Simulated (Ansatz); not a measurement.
# Decaying states in the gap of NaMg2BCl2O3, part 3 of 3

Wanted: the relaxed cell of NaMg2BCl2O3, its band edges and its decay constants. It is built by putting Mg for Zn, Na for K in the KZn2BCl2O3 structure of space group R32, with the volume rescaled by atomic radii. The parent structure comes from the Materials Project.

Ansatz 0.2.0; r2SCAN DFT, plane waves, PAW files (the session's first sound run).

So far, gap on the k-mesh (eV): step 3 (band edges, r2SCAN) 5.05; step 6 (r2SCAN norm-conserving, cutoff 1290 eV) 5.04.

The structure was built from a prototype and need not be the compound's stable phase.

### 7. Complex bands at another level

This step: r2SCAN DFT, plane waves, norm-conserving files; complex bands by layer matching along the plane's normal (Ansatz 0.2.0).

The complex bands at that level, over its own gap, at (0, 0) and (-0.3333, 0.3333).

Contents of input.yaml:

```yaml
crystal:
  lattice:
    - [4.883485915, 0.0, 0.0]
    - [2.441742957, 4.229222861, 0.0]
    - [2.441742957, 1.409740954, 8.677220241]
  atoms:
    - { symbol: Na, position: [0.5, 0.5, 0.5] }
    - { symbol: Mg, position: [0.6968304691, 0.6968304691, 0.9095085927] }
    - { symbol: Mg, position: [0.3031695309, 0.3031695309, 0.0904914073] }
    - { symbol: B, position: [0.0, 0.0, 0.0] }
    - { symbol: Cl, position: [0.786769393, 0.786769393, 0.639691821] }
    - { symbol: Cl, position: [0.213230607, 0.213230607, 0.360308179] }
    - { symbol: O, position: [0.0, 0.7192377806, 0.0] }
    - { symbol: O, position: [0.7192377806, 0.2807622194, 0.0] }
    - { symbol: O, position: [0.2807622194, 0.0, 0.0] }
kpoints:
  mp_grid: { grid: [6, 6, 6] }
scf:
  occupations: { method: fixed }
hamiltonian:
  xc: r2scan
  pseudopotentials: { kind: nc }
output:
  eigenvalues: true
  transmission:
    leads: [[0, 0]]
    kpoints: [[0.0, 0.0], [-0.3333, 0.3333]]
    e_range: [-1.0, 6.04]
    de: 0.14
```

Started as:

```console
$ ansatz run input.yaml --threads 2 --pin off --max-ram 4096MiB --backend cpu --events-out ev --progress --plain --runs-dir out
```

Numbers of over 12 decimals in the logs are rounded to 6 here.

The log of the run:

```text
Engine: ansatz 0.2.0, x86_64-unknown-linux-gnu
Pseudopotentials: kind: nc
Pseudopotential: Na, nc, valence charge 9, recommended cutoff 1250 eV (normal), Na.nc.azcp
Pseudopotential: Mg, nc, valence charge 10, recommended cutoff 1142.878222 eV (normal), Mg.nc.azcp
Pseudopotential: B, nc, valence charge 3, recommended cutoff 1160 eV (normal), B.nc.azcp
Pseudopotential: Cl, nc, valence charge 7, recommended cutoff 930 eV (normal), Cl.nc.azcp
Pseudopotential: O, nc, valence charge 6, recommended cutoff 1290 eV (normal), O.nc.azcp
Functional definition: r2SCAN
  parameter k0 = 0.174
  parameter k1 = 0.065
  parameter a1 = 4.9479
  exchange = r2scan_x(k0 = k0, k1 = k1, a1 = a1)
  correlation = r2scan_c
Error: memory limit exceeded: the `transmission` phase of `transmission` needs 5.35 GiB against the run's memory maximum of 4.00 GiB; largest carriers: transmission 4.97 GiB, unmodelled-tail allowance 0.30 GiB, source scf tables 0.08 GiB, source scf state 0.01 GiB; the layers of output.transmission grow with the square of the cell's cross-section: a lower cutoff or a narrower output.transmission.e_range takes less, and so, most of all in a narrow cell, does a wider de; where no e_range is typed, a fill by count is planned with a gap of 40 thermal energies
with nothing else changed it takes a maximum of at least 5.36 GiB, with nothing to spare, and 5.89 GiB leaves up to a tenth: --max-ram 5.89GiB where that set the maximum, else more of the term that did, and with no share typed, where 5.89 GiB is over 0.88 of the host's memory or its container's limit, a share of 0.88 or more that holds the maximum too (--max-ram-frac F), where one does; The budget is ten elevenths of [...]
`transmission` follows the SCF: where the deck gives it k-points, a mesh or a band count of its own, those are what to reduce (not on a resume, whose deck is fixed)
```

Run time: 0.21 s. Hardware: 2 threads of AMD EPYC 9R45, shared host; peak memory 0.25 GiB.

The program refused the input before any cycle.

The program's message: “Error: memory limit exceeded: the `transmission` phase of `transmission` needs 5.35 GiB against the run's memory maximum of 4.00 GiB; largest carriers: transmission 4.97 GiB, unmodelled-tail allowance …”

### 8. The same cell, other settings: scf.lower_state_search = "off"

This step: r2SCAN DFT, plane waves, PAW files; complex bands by layer matching along the plane's normal; changed: scf.lower_state_search = "off" (Ansatz 0.2.0).

This run repeats an earlier one, its twin (the complex run, plane (001)), with one setting changed (scf.lower_state_search; files written aside). It is meant to test how the run responds. Where the input is shown as a difference, that is against the step before, not the twin.

input.yaml, as its differences from that of step 7:

```diff
@@ -19,5 +19,5 @@
   occupations: { method: fixed }
+  lower_state_search: "off"
 hamiltonian:
   xc: r2scan
-  pseudopotentials: { kind: nc }
 output:
@@ -26,4 +26,4 @@
     leads: [[0, 0]]
-    kpoints: [[0.0, 0.0], [-0.3333, 0.3333]]
-    e_range: [-1.0, 6.04]
+    kpoints: [[0.0, 0.0], [-0.3333, 0.3333], [0.5, 0.0]]
+    e_range: [-1.0, 6.05]
     de: 0.14
```

The log of the run:

```text
[...]
Crystal: 9 atoms, lattice volume = 179.214 Å³
Basis set: ecut = 500 eV, 4531 PW (Γ), exchange–correlation on 144×144×288 points (64 copies of the dense FFT grid, shifted against one another)
Bands: 41, of which v1, the nominal top of the filled ones, is band 32 counted from 1 (31 counted from 0)
Symmetry: 6 space group operations
[...]
k-points: 32 of 216 (time reversal used)
[...]
SCF iter   1: F=-9385.683876 eV  HF=-9385.530797 eV  |F-HF|=1.53e-1  |Δ(HF+E_count)|=         —  Δρ=6.61e-3  dr2=4.55e-2  dr2_τ=4.64e-1  ethr=1.77e-3  ⟨swp⟩=5.2  Hψ=4799  notcnv=0  defer=217
[...]
SCF iter   7: F=-9385.707611 eV  HF=-9385.707611 eV  |F-HF|=4.60e-8  |Δ(HF+E_count)|=   3.93e-7  Δρ=4.36e-6  dr2=4.20e-8  dr2_τ=3.06e-9  ethr=1.56e-10  ⟨swp⟩=12.9  Hψ=6500  notcnv=0
SCF 1 converged in 7 iterations: F = -9385.707611 eV  dr2 = 4.20e-8
[...]
transmission: 12 of 36 steps passed
transmission: 24 of 36 steps passed
transmission: 36 of 36 steps passed
SCF converged after 7 iterations
Free energy (F): -9385.707611 eV
[...]
Internal energy: -9385.707611 eV  (E = F + TS)
E sigma→0 (E₀):  -9385.707611 eV
Fermi energy:    0.178247 eV
[...]
--- Band table (eV; the first three rows and the last of 32) ---
  k-point 0: bands = [... 28 lower, -0.3451, -0.3451, -0.1485, -0.1485, 5.2275, 7.3988, 8.5674, 8.6999, ... 5 higher]
  k-point 1: bands = [... 28 lower, -0.3618, -0.3070, -0.1952, -0.1240, 5.3369, 7.1520, 8.5694, 8.8435, ... 5 higher]
  k-point 2: bands = [... 28 lower, -0.3560, -0.2886, -0.2148, -0.1316, 5.6449, 6.6433, 8.6690, 8.9235, ... 5 higher]
  k-point 31: bands = [... 28 lower, -0.4415, -0.3349, -0.2106, 0.1782, 8.0937, 8.1480, 8.4371, 8.5748, ... 5 higher]
--- Transmission ---
  basis      : 211 plane waves across, 12 finite elements along
  points     : 3, as listed
[...]
channels       : 0.000000e0 a spin
[...]
slowest decay  : 0.4688 /Å at (0.0000, 0.0000)
```

Run time: 26 s. Hardware: 2 threads; peak memory 1.2 GiB; 51 s of CPU time.

This step gave:

```
free energy       : -9385.7076 eV
Fermi energy      : 0.1782 eV
gap on the k-mesh : 5.049 eV
```

K parallel (0, 0); values up to 1.5 1/Å, a degenerate pair printed once or twice; energies at which all values exceed this have no row. Im kz of the slowest decaying states against energy, zero at the highest filled level on the SCF mesh:

```tsv
energy (eV)	decay 1 (Å⁻¹)	decay 2 (Å⁻¹)	decay 3 (Å⁻¹)	decay 4 (Å⁻¹)
-1.00	0.0631	0.268	0.718	1.29
-0.72	0.174	0.223	0.845	1.08
-0.30	0.0339	0.347	0.935	1.15
-0.02	0.400	0.430	0.979	1.17
0.12	0.419	0.503	1.00	1.17
0.40	0.448	0.604	1.09	1.17
0.68	0.467	0.674	1.08	1.16
1.10	0.484	0.751	1.08	1.14
1.52	0.490	0.807	1.07	1.11
1.80	0.488	0.838	1.06	1.09
2.08	0.483	0.863	1.05	1.07
2.50	0.469	0.890	1.03	1.04
2.92	0.446	0.902	1.01	1.02
3.20	0.426	0.904	1.00	1.00
3.48	0.402	0.903	0.987	0.990
3.90	0.356	0.895	0.967	0.968
4.32	0.293	0.884	0.944	0.947
4.60	0.235	0.874	0.926	0.932
4.88	0.147	0.862	0.908	0.916
5.30	0.843	0.879	0.891	-
5.72	0.820	0.846	0.863	-
6.00	0.774	0.803	0.843	0.871
```

K parallel (-0.3333, 0.3333); values up to 1.5 1/Å, a degenerate pair printed once or twice; energies at which all values exceed this have no row. Table of Im kz of the slowest decaying states by energy, zero at the highest filled level on the SCF mesh:

```tsv
energy (eV)	decay 1 (Å⁻¹)	decay 2 (Å⁻¹)	decay 3 (Å⁻¹)	decay 4 (Å⁻¹)
-1.00	0.0627	0.0627	1.27	1.27
-0.72	0.103	0.103	1.27	1.27
-0.30	0.219	0.219	1.25	1.25
-0.02	0.380	0.380	1.16	1.16
0.12	0.420	1.31	1.31	-
0.40	0.492	1.25	1.25	-
0.68	0.545	1.22	1.22	-
1.10	0.604	0.604	1.19	1.20
1.52	0.648	0.648	1.16	1.16
1.80	0.672	0.672	1.14	1.14
2.08	0.693	0.693	1.12	1.12
2.50	0.720	0.720	1.08	1.08
2.92	0.744	0.744	1.04	1.04
3.20	0.761	0.761	1.01	1.01
3.48	0.782	0.782	0.967	0.968
3.90	0.854	0.854	0.861	0.862
4.32	0.778	0.778	0.897	0.897
4.60	0.753	0.753	0.891	0.891
4.88	0.733	0.733	0.877	0.877
5.30	0.705	0.705	0.848	-
5.72	0.676	0.676	0.812	-
6.00	0.654	0.654	0.784	-
```

K parallel (0.5, 0); values up to 1.5 1/Å, a degenerate pair printed once or twice; energies at which all values exceed this have no row. The Im kz of the slowest decaying states by energy, zero at the highest filled level on the SCF mesh:

```tsv
energy (eV)	decay 1 (Å⁻¹)	decay 2 (Å⁻¹)	decay 3 (Å⁻¹)	decay 4 (Å⁻¹)
-1.00	0.299	0.877	1.49	-
-0.72	0.218	0.920	1.50	-
-0.44	0.0293	0.127	0.267	0.930
-0.16	0.269	0.309	0.426	0.905
-0.02	0.347	0.466	0.964	1.15
0.12	0.401	0.507	0.945	1.27
0.40	0.474	0.570	0.932	1.36
0.68	0.525	0.619	0.922	1.42
0.96	0.562	0.657	0.912	1.47
1.24	0.591	0.687	0.902	1.44
1.52	0.614	0.711	0.892	1.42
1.80	0.631	0.729	0.881	1.41
2.08	0.645	0.743	0.871	1.39
2.36	0.655	0.753	0.860	1.38
2.64	0.661	0.760	0.849	1.36
2.92	0.665	0.765	0.837	1.34
3.20	0.666	0.767	0.825	1.33
3.48	0.665	0.768	0.812	1.31
3.76	0.661	0.768	0.798	1.29
4.04	0.655	0.766	0.783	1.27
4.32	0.646	0.762	0.766	1.26
4.60	0.636	0.749	0.757	1.24
4.88	0.622	0.730	0.752	1.22
5.16	0.607	0.710	0.744	1.19
5.44	0.589	0.688	0.736	1.17
5.72	0.567	0.664	0.726	1.15
6.00	0.542	0.637	0.715	1.12
```

The energy agrees with the twin's within 2e-6 eV and the result to the printed digits, after as many cycles: the change makes no difference here.

### 9. Results

```
band gap                                         : 5.05 eV
least decay constant at mid-gap, normal to (001) : 0.469 Å⁻¹
least decay constant on a mesh, normal to (001)  : 0.468 Å⁻¹
```

With r2SCAN, the slowest decay at the wavevectors tried is κ = 0.469 Å⁻¹, normal to (001). Through such a film the transmission near mid-gap falls as exp(−2κd), a factor of ten every 2.5 Å. A free electron under a barrier of half the gap would need a mass of 0.33 mₑ to decay at this rate. The compound is made up by substitution; its stability against other phases and against distortions of the cell's symmetry was not tested. r2SCAN still narrows gaps, if less than LDA and GGA do, so real decay constants are likely larger.

[Logs are printed without paths, hosts, clocks, repeated set-up lines and the standing remarks that a program may print on its own settings, such as how far it seeks lower states.]

[Hosts, paths, dates, database ids (printed as entryN), source tags and the programs' standing remarks are cut or masked in the printed files.]
